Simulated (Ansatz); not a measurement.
# A frame of liquid gamma-butyrolactone from 320 K (180 atoms): where an added charge goes: runs compared

Aim: add and remove one electron in a frame of liquid gamma-butyrolactone from 320 K (180 atoms), with atoms held and relaxed, and read trapping energy and localisation.

Computed with Ansatz 0.2.0: Kohn-Sham DFT, PBE+D4, PAW (set soft_2), plane waves.

### 1. The cell as built

The cell holds 180 atoms: 30 O, 60 C and 90 H. Its edges and angles: a = 12.380 Å, b = 12.380 Å, c = 12.380 Å, α = 90.0°, β = 90.0°, γ = 90.0°. 15 gamma-butyrolactone placed at random, at 1.13 g/cm³; overlaps pushed apart, then 10 ps at 470 K with MMFF94 bonds, angles, torsions, charges and radii (Halgren, J. Comput. Chem. 17, 490 (1996)) in harmonic and 12-6 forms. Snapshot after 20 ps at 320 K and fixed volume.

What the set-up can't give: The network of contacts between molecules at the start is that of the classical potential that made the cell, and needn't be the one that DFT or experiment would give. Sampling is at Γ alone, for a cell whose shortest periodic width is 12 Å. The liquid is relaxed first, so the results are those of a frozen frame at zero temperature.

### 2. The reference run

The reference is a single point at the end of the relaxation.

The charged cells start from the geometry of this run, on a uniform background, with spin and a narrow Fermi–Dirac smearing.

Its input, with most atom lines left out:

```yaml
crystal:
  lattice:
    - [12.3805, 0.0, 0.0]
    - [0.0, 12.3805, 0.0]
    - [0.0, 0.0, 12.3805]
  atoms:
    - { symbol: O, position: [0.31612, 0.89598, 0.49979] }
    - { symbol: C, position: [0.27614, 0.89005, 0.58933] }
    - { symbol: C, position: [0.16285, 0.92122, 0.62419] }
    - { symbol: C, position: [0.15079, 0.86742, 0.73444] }
    - { symbol: C, position: [0.2679, 0.86055, 0.77339] }
    - { symbol: O, position: [0.33335, 0.85507, 0.67565] }
    - { symbol: H, position: [0.16064, 0.01, 0.62977] }
    [... atom lines 8 to 180 left out ...]
kpoints:
  mp_grid: { grid: [1, 1, 1] }
hamiltonian:
  xc: pbe
  dispersion: d4
scf:
  occupations: { method: fermi_dirac, width: 0.05 }
output:
  forces: true
  stress: true
  populations: intrinsic
  dos:
    method: { smearing: { sigma: 0.15 } }
    de: 0.1
    projected: { site_lists: { C: [C], H: [H], O: [O] } }
  eigenvalues: true
  write_density: true
  write_potential: true
  volumetric_format: npy
```

- free energy per atom: -186.2045 eV/atom
- r.m.s. force component: 0.01039 eV/Å
- pressure: -0.3325 GPa

Filled and empty levels are parted by 4.74 eV (at Γ alone); a semilocal functional tends to put such gaps too low. In a disordered cell it changes from sample to sample and from frame to frame.

### 3. The runs

Each row is one run, on 4 threads of Arm Neoverse V1, shared host. The free energy is the program's total, comparable only between runs with the same functional, potentials and atoms; between charge states it hangs on the program's zero of potential.

| run | atoms | outcome | ionic steps, all passes | free energy (eV) | time | host memory (GiB) |
| --- | --- | --- | --- | --- | --- | --- |
| Single point at the start | 180 | converged | - | -33507.304 | 27 s | 2.5 |
| Relaxation | 180 | converged | 25 | -33516.816 | 9.3 min | 2.5 |
| Single point at the relaxed geometry | 180 | converged | - | -33516.816 | 45 s | 2.6 |
| An extra electron, atoms held | 180 | converged | - | -33512.983 | 2.8 min | 4.4 |
| An extra electron, atoms relaxed | 180 | converged | 19 | -33513.129 | 19 min | 4.3 |
| An extra electron, levels at the relaxed geometry | 180 | converged | - | -33513.129 | 2.3 min | 4.4 |
| Neutral at the geometry of the electron | 180 | converged | - | -33516.634 | 45 s | 2.6 |
| An extra hole, atoms held | 180 | converged | - | -33515.626 | 3.7 min | 4.4 |
| An extra hole, atoms relaxed | 180 | converged | 4 | -33515.655 | 8.3 min | 4.3 |
| An extra hole, levels at the relaxed geometry | 180 | converged | - | -33515.655 | 5.2 min | 4.4 |
| Neutral at the geometry of the hole | 180 | converged | - | -33516.789 | 43 s | 2.6 |

In some runs the program notes that the exchange-correlation potential is rough where the density is thin.

### 4. Energies and spread of the extra charge

Energies are differences within one cell and functional; the shift is the gain plus the neutral cell's energy at the new geometry, that is how much cheaper the vertical process becomes there. The spread is the participation number of the site moments (1/Σw², over the spin inside atomic spheres), with the atom that holds the largest share and the spin that the spheres hold in all.

| carrier | charged less neutral, atoms held (eV) | gain on relaxing (eV) | neutral cell at that geometry, less the reference (eV) | shift of the vertical energy (eV) | spread, atoms held | spread, relaxed |
| --- | --- | --- | --- | --- | --- | --- |
| electron | 3.833 | 0.146 | 0.182 | 0.328 | 34; C110 9 % of 0.36 μB | 20; C110 13 % of 0.35 μB |
| hole | 1.190 | 0.028 | 0.027 | 0.056 | 24; O169 8 % of 0.52 μB | 21; O169 9 % of 0.52 μB |

### 5. Outcome

The extra electron gains 0.15 eV as the atoms relax, and its spin goes from about 34 to 20 atoms: a partial localisation as the atoms move, with the largest share on C110. With the atoms held, the spheres hold only 0.36 of the 1.00 μB, so the spread is read from a small part of the spin. The extra hole gains 0.028 eV as the atoms relax, and its spin goes from about 24 to 21 atoms: it stays spread out at this level. The hole is shared among 4 partly filled levels, as near-degenerate levels under the smearing give, and as self-interaction favours. Adding the two vertical energies gives 5.02 eV, against a gap of 4.74 eV in the neutral cell. The zero of the potential cancels in this sum; the excess isn't taken apart here: charging of a small cell, filling of bands on a coarse mesh and the attraction to the background can all enter.

Caveats: Single energies of charged cells hang on the program's zero of potential. In the spin-polarised runs the search for a state of lower energy was switched off. No distortion was seeded, so a trapped state behind a barrier can't be found. Local and semilocal functionals favour spread-out charges, so trapping can be missed. The density was typed from a rule of thumb and may lie off the real one at this temperature. Charged cells carry a uniform background, with no correction for images.

The DFT runs together took 54 min of wall time.

[Logs are printed without paths, hosts, clocks, repeated set-up lines and the standing remarks that a program may print on its own settings, such as how far it seeks lower states.]

[Hosts, paths, dates, database ids (printed as entryN), source tags and the programs' standing remarks are cut or masked in the printed files.]

[The MMFF94 radii named for the starting cell were scaled by 0.96; in molecules described by MMFF94, hydrogen bound to N, O or S took a small fixed 12-6 site in their place.]
